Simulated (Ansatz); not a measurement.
# KMgF3: optical spectrum from first principles

Wanted: where KMgF3 starts to absorb, how strongly, and its refractive index.

Method: DFT, PBE, plane-wave PAW, default files, scalar-relativistic, independent-particle optical response without local fields, in Ansatz 0.2.0.

## Step 1: Set-up

It takes space group Pm-3m (No. 221, cubic). The conventional cell has a = 3.986 Å, b = 3.986 Å, c = 3.986 Å, α = 90.00°, β = 90.00°, γ = 90.00°. K has 12 F at 2.82 Å nearest. Mg has 6 F at 1.99 Å nearest. Nearest to F lie 2 Mg at 1.99 Å and 4 K at 2.82 Å. Farther neighbours and most contacts between anions are not listed.

Coordinates:

```cif
data_structure
_symmetry_space_group_name_H-M 'P 1'
_symmetry_Int_Tables_number 1
_cell_length_a 3.9859
_cell_length_b 3.9859
_cell_length_c 3.9859
_cell_angle_alpha 90.000
_cell_angle_beta 90.000
_cell_angle_gamma 90.000
_cell_volume 63.33
loop_
_atom_site_label
_atom_site_type_symbol
_atom_site_fract_x
_atom_site_fract_y
_atom_site_fract_z
_atom_site_occupancy
K1 K 0.50000 0.50000 0.50000 1
Mg2 Mg 0.00000 0.00000 0.00000 1
F3 F 0.00000 0.00000 0.50000 1
F4 F 0.00000 0.50000 0.00000 1
F5 F 0.50000 0.00000 0.00000 1
```

## Step 2: Ground state and bands

First the ground state: is it a metal or has it a gap?

This step: DFT, PBE, plane-wave PAW, default files, scalar-relativistic, ground state (Ansatz 0.2.0).

Contents of input.yaml:

```yaml
crystal:
  lattice:
    - [3.9859, 0.0, 0.0]
    - [0.0, 3.9859, 0.0]
    - [0.0, 0.0, 3.9859]
  atoms:
    - { symbol: K, position: [0.5, 0.5, 0.5] }
    - { symbol: Mg, position: [0.0, 0.0, 0.0] }
    - { symbol: F, position: [0.0, 0.0, 0.5] }
    - { symbol: F, position: [0.0, 0.5, 0.0] }
    - { symbol: F, position: [0.5, 0.0, 0.0] }
kpoints:
  mp_grid: { grid: [6, 6, 6] }
  band_path:
    path:
      - [[0.0, 0.0, 0.0], [0.0, 0.5, 0.0], [0.5, 0.5, 0.0], [0.0, 0.0, 0.0], [0.5, 0.5, 0.5], [0.0, 0.5, 0.0]]
      - [[0.5, 0.5, 0.0], [0.5, 0.5, 0.5]]
    npoints: 10
scf:
  occupations: { method: fermi_dirac, width: 0.05 }
  n_extra_bands: 9
hamiltonian:
  xc: pbe
  pseudopotentials: { kind: paw }
output:
  forces: true
  stress: true
  populations: true
  write_bands: true
  write_density: true
  write_potential: true
  elf: true
  volumetric_format: npy
```

Launch:

```bash
$ ansatz run input.yaml --threads 4 --pin off --max-ram 8192MiB --backend cpu --events-out ev --progress --plain --runs-dir out
```

Numbers of over 12 decimals in the logs are rounded to 6 here.

What it wrote:

```text
scf.n_extra_bands = 9 over 20 filled bands (N_el = 40.0): the run solves 29 bands
Engine: ansatz 0.2.0, x86_64-unknown-linux-gnu
Pseudopotentials: kind: paw
Pseudopotential: K, paw, valence charge 9, recommended cutoff 420 eV (normal), K.paw.azcp
Pseudopotential: Mg, paw, valence charge 10, recommended cutoff 420 eV (normal), Mg.paw.azcp
Pseudopotential: F, paw, valence charge 7, recommended cutoff 420 eV (normal), F.paw.azcp
Functional definition: PBE
  parameter kappa = 0.804
  parameter beta = 0.066725
  exchange = pbe_x(kappa = kappa, mu = beta*pi^2/3)
  correlation = pbe_c(beta = beta)
Crystal: 5 atoms, lattice volume = 63.326 Å³
Basis set: ecut = 420 eV, 1237 PW (Γ), exchange–correlation on 54×54×54 points (8 copies of the dense FFT grid, shifted against one another)
Bands: 29, of which v1, the nominal top of the filled ones, is band 20 counted from 1 (19 counted from 0)
Symmetry: 48 space group operations
Space group: Pm-3m (ITA 221), of the structure as read, at distance tolerance 4.0e-5 Å
k-points: 20 of 216
Non-local potential: K, projectors of the file, l = 0: 3, l = 1: 2, l = 2: 2
Non-local potential: Mg, projectors of the file, l = 0: 3, l = 1: 2, l = 2: 1
Non-local potential: F, projectors of the file, l = 0: 2, l = 1: 2, l = 2: 1
PAW form: soft (Blöchl's): semilocal exchange-correlation on the pseudo side does not see the compensation charge
PAW one-centre angular grid: K, 110 points (default); XC on 64 Gauss nodes
PAW one-centre angular grid: Mg, 110 points (default); XC on 64 Gauss nodes
PAW one-centre angular grid: F, 110 points (default); XC on 64 Gauss nodes
Initial density: superposition of atomic densities (neutral atoms: chi_scale 0, normalization atom), corrected by the library's trained network
Initial wavefunctions: pseudopotential atomic-orbital guess
Functional: x = pbe(κ = 0.804, μ = 0.219515), c = pbe(β = 0.066725)
SCF iter   1: F=—  HF=-5894.699995 eV  |F-HF|=—  |Δ(HF+E_count)|=         —  Δρ=4.97e-4  dr2=4.22e-5  ethr=1.77e-3  ⟨swp⟩=6.0  Hψ=2826  notcnv=0  defer=8
preconditioner: auto → Resta (q_TF=auto, 2.527 Å⁻¹)  ε∞=2.6  [insulator: Δε(μ)=7.328 eV  Ē_g=20.673 eV  σ=0.050 eV  W_gap=1.00  n_scr=18 (ndim 8)  ℏωp=26.4 eV  f_vac=0.032  D(μ)=0.00/eV (n_scr^D=0)  ε∞_Penn≈2.6]
SCF iter   2: F=—  HF=-5894.699546 eV  |F-HF|=—  |Δ(HF+E_count)|=   4.50e-4  Δρ=4.87e-4  dr2=8.13e-5  ethr=1.05e-7  ⟨swp⟩=3.0  Hψ=1368  notcnv=0  defer=28
SCF iter   3: F=—  HF=-5894.699594 eV  |F-HF|=—  |Δ(HF+E_count)|=   4.83e-5  Δρ=2.08e-4  dr2=1.35e-5  ethr=1.05e-7  ⟨swp⟩=2.0  Hψ=710  notcnv=0  defer=28
SCF iter   4: F=—  HF=-5894.699661 eV  |F-HF|=—  |Δ(HF+E_count)|=   6.64e-5  Δρ=7.54e-5  dr2=2.23e-6  ethr=3.38e-8  ⟨swp⟩=2.0  Hψ=825  notcnv=0  defer=28
SCF iter   5: F=—  HF=-5894.699661 eV  |F-HF|=—  |Δ(HF+E_count)|=   7.20e-7  Δρ=4.24e-5  dr2=7.81e-7  ethr=5.58e-9  ⟨swp⟩=2.6  Hψ=861  notcnv=0  defer=28
SCF iter   6: F=—  HF=-5894.699661 eV  |F-HF|=—  |Δ(HF+E_count)|=   1.62e-7  Δρ=1.65e-5  dr2=1.27e-7  ethr=1.95e-9  ⟨swp⟩=2.2  Hψ=717  notcnv=0  defer=28
SCF iter   7: F=-5894.699661 eV  HF=-5894.699661 eV  |F-HF|=2.29e-8  |Δ(HF+E_count)|=   3.42e-8  Δρ=7.17e-6  dr2=2.57e-8  ethr=2.50e-10  ⟨swp⟩=11.2  Hψ=3532  notcnv=0
SCF 1 converged in 7 iterations: F = -5894.699661 eV  dr2 = 2.57e-8
  greatest PAW one-centre occupation: 1.000 electrons in one spin orbital (limit 2), on the Mg atom at site 1 (counted from 0), in its partial waves of l = 0
NSCF: frozen V_eff on 62 k-points
SCF converged after 7 iterations
Free energy (F): -5894.699661 eV
Harris-Foulkes:  -5894.699661 eV  (|F-HF|=2.29e-8)
Internal energy: -5894.699661 eV  (E = F + TS)
E sigma→0 (E₀):  -5894.699661 eV
Fermi energy:    6.594607 eV
--- Per-component energies (eV) ---
  E_band       = -499.948161
  E_kinetic    = 956.884484
  E_local      = -3733.154306  (includes V_loc(G=0)·N_el)
  E_nonlocal   = 327.933499
  E_hartree    = 1358.733087
  E_xc         = -407.271684
  E_vxc        = -513.984885  (∫ρ·V_xc dr)
  E_paw        = -1676.193372  (= ΣΔE_a)
  E_vpaw       = -255.091750  (= ΣTr[D̂ρ^β])
  E_aug_tail   = 0.006186  (compensation charges beyond the density's cutoff)
  E_ewald      = -2721.637555
  E_smearing   = -0.000000  (= −TS)
  E_closure    = -0.000000  (closes the sum)
  Σ components = -5894.699661   (vs F -5894.699661, Δ=0.00e0)
--- Forces (eV/Å), atoms counted from 1 ---
  atom   1  K      0.00000000     0.00000000    -0.00000000
  atom   2  Mg    -0.00000000     0.00000000    -0.00000000
  atom   3  F      0.00000000     0.00000000     0.00000000
  atom   4  F      0.00000000    -0.00000000     0.00000000
  atom   5  F     -0.00000000    -0.00000000     0.00000000
  max |Σ_I F_I| component: 4.09e-29 eV/Å
--- Stress (GPa, compression-positive) ---
        3.783162      -0.000000       0.000000
       -0.000000       3.783162       0.000000
        0.000000       0.000000       3.783162
  P = ⅓ Tr σ = 3.7832 GPa (37.832 kbar)
--- Band table (eV; the first three rows and the last of 20) ---
  k-point 0: bands = [... 16 lower, 2.2269, 2.5303, 2.5303, 2.5303, 10.1856, 12.9408, 12.9408, 15.0660, ... 5 higher]
  k-point 1: bands = [... 16 lower, 2.1707, 2.2738, 2.4775, 2.4775, 10.6665, 13.1827, 13.2273, 15.1884, ... 5 higher]
  k-point 2: bands = [... 16 lower, 2.0534, 2.0534, 2.3743, 2.3743, 11.8416, 13.6901, 13.6943, 15.4708, ... 5 higher]
  k-point 19: bands = [... 16 lower, 1.7427, 2.8510, 2.8510, 2.8510, 13.3132, 13.3132, 13.3132, 16.8150, ... 5 higher]
--- Löwdin populations: 5 sites ---
  site symbol       q [e]
     0      K      8.1795
     1     Mg      8.3289
     2      F      7.7738
     3      F      7.7738
     4      F      7.7738
  spilling = 0.004251 (of n_electrons = 40.000000)
```

The job ended after 2.2 s (4 threads of Intel Xeon Platinum 8375C at 2.90GHz (Ice Lake), shared host; peak memory 0.42 GiB).

In the SCF lines HF is the Harris–Foulkes energy and dr2 the Hartree energy of the density residual, in eV; the loop may stop once dr2 is under the threshold and the program's other checks hold. Hψ counts applications of the Hamiltonian.

This step gave:

- free energy: -5894.6997 eV
- Fermi energy: 6.595 eV
- gap by band count: 7.335 eV
- electrons: 40
- symmetry operations: 48
- pressure: 3.783 GPa
- gap on the k-mesh: 7.335 eV
- volume: 63.33 Å³
- gap on the path: 7.335 eV
- least direct gap on the path: 7.655 eV

There is a gap, 7.33 eV on the path, so no carriers' term is needed. The cell is left with a pressure of 3.8 GPa, as it stands unrelaxed at this level.

Electronic bands along the path, in eV, zero at the Fermi level; v1 is the highest filled band, c1 the lowest empty one:

```
    point     v4     v3     v2     v1    c1    c2    c3     c4
        Γ  -4.37  -4.06  -4.06  -4.06  3.59  6.35  6.35   8.47
  halfway  -4.48  -4.48  -4.17  -4.17  4.61  6.84  6.91   8.73
        X  -4.60  -4.60  -4.27  -4.27  6.39  6.73  7.37   9.03
  halfway  -4.69  -4.49  -4.40  -4.02  7.00  7.07  7.92   8.86
        M  -4.78  -4.63  -4.63  -3.76  7.18  7.95  8.91   8.91
  halfway  -4.58  -4.34  -4.33  -4.06  5.40  7.22  7.52   8.70
        Γ  -4.37  -4.06  -4.06  -4.06  3.59  6.35  6.35   8.47
  halfway  -4.95  -4.09  -4.09  -4.07  5.93  7.65  7.65   8.64
        R  -4.85  -3.74  -3.74  -3.74  6.72  6.72  6.72  10.22
  halfway  -4.83  -4.12  -4.11  -3.96  6.97  7.27  7.89   8.42
        X  -4.60  -4.60  -4.27  -4.27  6.39  6.73  7.37   9.03
jump to M  -4.78  -4.63  -4.63  -3.76  7.18  7.95  8.91   8.91
  halfway  -4.86  -4.06  -4.06  -3.75  6.95  7.39  7.39   8.67
        R  -4.85  -3.74  -3.74  -3.74  6.72  6.72  6.72  10.22
```

Valence density in the ac plane at fractional y = 0.000, with atoms of Mg and F within 0.2 Å of it. It is the smooth field of the valence electrons, not physical close to the nuclei.

Values in e/Å³, 14 rows by 14 columns, each cell a mean:
```
18  9  1  0  1  3  7  9  6  2  0  0  3 12
 4  2  0  0  0  1  3  3  2  1  0  0  1  3
 0  0  0  0  0  0  1  1  1  0  0  0  0  0
 1  0  0  0  0  0  0  0  0  0  0  0  0  0
 2  1  1  0  0  0  0  0  0  0  0  0  1  2
 8  5  1  0  0  0  0  0  0  0  0  1  2  6
13  8  2  0  0  0  0  0  0  0  0  1  3  9
 9  6  2  0  0  0  0  0  0  0  0  1  3  7
 3  2  1  0  0  0  0  0  0  0  0  0  1  3
 1  1  0  0  0  0  0  0  0  0  0  0  0  1
 0  0  0  0  0  0  0  0  0  0  0  0  0  0
 2  1  0  0  0  1  2  2  1  1  0  0  0  1
14  7  1  0  1  2  6  8  5  1  0  0  2  9
27 14  2  0  1  3  9 13  8  2  1  0  4 18
```
Atoms in or near the plane, at fractional coordinates: Mg at (0.00, 0.00), F at (0.00, 0.50), F at (0.50, 0.00).

ELF in the ac plane at fractional y = 0.000, with atoms of Mg and F within 0.2 Å of it. It is the smooth field of the valence electrons, not physical close to the nuclei.

Ten even steps from '_' (0.01) to '@' (0.80), each cell a mean:
```
--==::..##@@@@##@@@@++..--==
==--....++@@@@@@@@%%==__..--
..______::**%%%%%%++..____..
++++--..__::====--..__..==++
@@@@##--____________..++%%@@
%%@@@@**::__________--%%@@@@
++%%@@##--__________==%%@@##
##@@@@##::__________==%%@@@@
@@@@%%++..__________::**@@@@
####==..__..::--::____::++##
....____..++####**--..__....
--::____==%%@@@@@@##--__..::
====::..##@@@@%%@@@@++__--==
::==--..##@@##++%%@@++..==--
```
Atoms in or near the plane, at fractional coordinates: Mg at (0.00, 0.00), F at (0.00, 0.50), F at (0.50, 0.00).

## Step 3: Spectrum

The spectrum is a sum over vertical transitions between filled and empty bands at the fixed density, so many empty bands are needed.

This step: DFT, PBE, plane-wave PAW, default files, scalar-relativistic, independent-particle optical response without local fields (Ansatz 0.2.0).

input.yaml, the sections that differ from step 2:

```yaml
kpoints:
  mp_grid: { grid: [6, 6, 6] }
scf:
  occupations: { method: fixed }
output:
  optics:
    e_range: [0, 20]
    de: 0.05
    sigma: 0.1
    nscf_kmesh: { grid: [6, 6, 6] }
    bands: { spectra_wanted_up_to: 20 }
# crystal, hamiltonian: as in step 2
```

What it wrote:

```text
[...]
Crystal: 5 atoms, lattice volume = 63.326 Å³
Basis set: ecut = 420 eV, 1237 PW (Γ)
Bands: 25, of which v1, the nominal top of the filled ones, is band 20 counted from 1 (19 counted from 0)
Symmetry: 48 space group operations
[...]
k-points: 20 of 216
[...]
SCF iter   1: F=—  HF=-5894.700541 eV  |F-HF|=—  |Δ(HF+E_count)|=         —  Δρ=4.93e-4  dr2=3.87e-5  ethr=1.77e-3  ⟨swp⟩=4.4  Hψ=2105  notcnv=0  defer=31
[...]
SCF iter   9: F=-5894.700264 eV  HF=-5894.700264 eV  |F-HF|=3.64e-12  |Δ(HF+E_count)|=  8.19e-12  Δρ=7.19e-8  dr2=2.04e-12  ethr=1.00e-12  ⟨swp⟩=8.2  Hψ=1939  notcnv=0
SCF 1 converged in 9 iterations: F = -5894.700264 eV  dr2 = 2.04e-12
[...]
NSCF: frozen V_eff on 20 k-points
output.optics: what the bands over the 50 summed would add to eps1, eps2 and the energy-loss function is held between a lower and an upper bound (6 Lanczos steps). eps1, eps2 and their loss function (loss_summed_bands) are given on every row as the summed bands alone make them. Along an axis, on a row where the two bounds hold the loss function to about 1 % of the greater of itself and 0.5 % of |1/eps|, its cell (loss_completed) is given, with the completed eps1 and eps2 that it is formed of (a cell that is left empty reads nan in the table and null in the record). The two bounds hold it so along every axis on all 401 rows up to 20.000 eV. [rest of the remark cut]
SCF converged after 9 iterations
Free energy (F): -5894.700264 eV
[...]
Internal energy: -5894.700264 eV  (E = F + TS)
E sigma→0 (E₀):  -5894.700264 eV
Fermi energy:    2.851695 eV
[...]
--- Band table (eV; the first three rows and the last of 20) ---
  k-point 0: bands = [... 16 lower, 2.2275, 2.5311, 2.5311, 2.5311, 10.1860, 12.9411, 12.9411, 15.0659, ... 1 higher]
  k-point 1: bands = [... 16 lower, 2.1714, 2.2746, 2.4783, 2.4783, 10.6670, 13.1830, 13.2276, 15.1883, ... 1 higher]
  k-point 2: bands = [... 16 lower, 2.0541, 2.0541, 2.3751, 2.3751, 11.8421, 13.6904, 13.6945, 15.4706, ... 1 higher]
  k-point 19: bands = [... 16 lower, 1.7439, 2.8517, 2.8517, 2.8517, 13.3133, 13.3133, 13.3133, 16.8148, ... 1 higher]
```

Wall time 6.4 s (4 threads); peak memory 0.77 GiB.

Numbers from this step:

```
electronic dielectric constant ε∞, mean over x, y and z (by symmetry where fewer were run) : 2.170
absorption onset, first axis (α over 10⁴ cm⁻¹, or the direct gap if that lies higher)      : 7.655 eV
least direct gap on the mesh                                                               : 7.655 eV
bands summed                                                                               : 50
spectra valid up to                                                                        : 31.22 eV
program's estimate of the k-sum error in Im epsilon                                        : 0.06 %
electrons in the f-sum                                                                     : 17.97
```

The Im ε, any direction has structure finer than the step of the table below, so its rows give means over 1 eV, whole bins alone (the curve runs from 0 to 20 eV). Peaks (eV: height): 11.6: 2.85, 12.9: 1.72, 14.7: 1.14, 16.3: 2.09, 17.8: 2.15.

The Im ε, any direction by photon energy; means over each step:

```
photon energy (eV)  Im ε, any direction
                 7               3.5e-5
                 8                0.277
                 9                0.565
                10                0.775
                11                 2.11
                12                 1.72
                13                 1.34
                14                0.668
                15                0.809
                16                 1.25
                17                 1.03
                18                 1.64
                19                 1.93
```

Table of Re ε, any direction by photon energy:

photon energy (eV), Re ε, any direction and a bar from the least value:
```
        0       2.17 ################
        1       2.18 ################
        2       2.19 ################
        3       2.22 ################
        4       2.26 #################
        5       2.33 ##################
        6       2.43 ####################
        7       2.61 ######################
        8       2.96 ############################
        9       2.92 ###########################
       10       3.12 ##############################
       11       3.05 #############################
       12       1.13 
       13       1.67 ########
       14       1.63 ########
       15       1.82 ###########
       16       2.63 #######################
       17       2.35 ##################
       18       1.74 #########
       19       2.36 ###################
       20       1.65 ########
```

The loss function −Im 1/ε at q → 0, any direction has structure finer than the step of the table below, so its rows give means over 0.5 eV, whole bins alone (the curve runs from 0 to 20 eV). Peaks (eV: height): 11.95: 0.450, 13.60: 0.401, 14.80: 0.255, 16.45: 0.377, 17.90: 0.292.

Loss function −Im 1/ε at q → 0, any direction against energy loss; means over each step:

energy loss (eV), loss function −Im 1/ε at q → 0, any direction and a bar:
```
      7.0      0.000 
      7.5      0.003 
      8.0      0.035 ###
      8.5      0.053 ####
      9.0      0.064 #####
      9.5      0.070 #####
     10.0      0.073 #####
     10.5      0.084 ######
     11.0      0.152 ###########
     11.5      0.233 #################
     12.0      0.402 ##############################
     12.5      0.260 ###################
     13.0      0.289 ######################
     13.5      0.385 #############################
     14.0      0.189 ##############
     14.5      0.172 #############
     15.0      0.194 ##############
     15.5      0.125 #########
     16.0      0.148 ###########
     16.5      0.274 ####################
     17.0      0.138 ##########
     17.5      0.176 #############
     18.0      0.261 ###################
     18.5      0.199 ###############
     19.0      0.212 ################
     19.5      0.211 ################
```

Values under 1 per cm are given as 1. The absorption coefficient, any direction by photon energy:

```csv
photon energy (eV),"absorption coefficient, any direction (1/cm)"
0.00,1
1.00,1
2.00,1
3.00,1
4.00,1
5.00,1
6.00,1
7.00,1
8.00,74777
9.00,1.5e5
10.00,2.1e5
11.00,6.3e5
12.00,7.1e5
13.00,7.9e5
14.00,2.7e5
15.00,3.8e5
16.00,6.8e5
17.00,4.5e5
18.00,1.0e6
19.00,1.2e6
20.00,2.0e6
```

The reflectivity at normal incidence, any direction has structure finer than the step of the table below, so its rows give means over 0.5 eV, whole bins alone (the curve runs from 0 to 20 eV). Peaks (eV: height): 11.55: 15.1, 12.95: 8.74, 14.60: 5.90, 16.30: 10.9, 17.75: 11.3.

The reflectivity at normal incidence, any direction by photon energy; means over each step:

| photon energy (eV) | reflectivity at normal incidence, any direction (%) |
| --- | --- |
| 0.5 | 3.67 |
| 1.0 | 3.68 |
| 1.5 | 3.71 |
| 2.0 | 3.75 |
| 2.5 | 3.81 |
| 3.0 | 3.87 |
| 3.5 | 3.96 |
| 4.0 | 4.06 |
| 4.5 | 4.19 |
| 5.0 | 4.34 |
| 5.5 | 4.54 |
| 6.0 | 4.78 |
| 6.5 | 5.09 |
| 7.0 | 5.54 |
| 7.5 | 6.43 |
| 8.0 | 7.14 |
| 8.5 | 7.18 |
| 9.0 | 7.33 |
| 9.5 | 7.67 |
| 10.0 | 8.43 |
| 10.5 | 11.1 |
| 11.0 | 12.5 |
| 11.5 | 14.4 |
| 12.0 | 8.47 |
| 12.5 | 5.04 |
| 13.0 | 7.66 |
| 13.5 | 4.77 |
| 14.0 | 2.57 |
| 14.5 | 5.08 |
| 15.0 | 3.96 |
| 15.5 | 4.82 |
| 16.0 | 8.41 |
| 16.5 | 6.43 |
| 17.0 | 6.02 |
| 17.5 | 9.57 |
| 18.0 | 8.31 |
| 18.5 | 8.62 |
| 19.0 | 10.6 |
| 19.5 | 11.8 |

[end of part 1 of 2]

[Logs are printed without paths, hosts, clocks, repeated set-up lines and the standing remarks that a program may print on its own settings, such as how far it seeks lower states.]

[Hosts, paths, dates, database ids (printed as entryN), source tags and the programs' standing remarks are cut or masked in the printed files.]
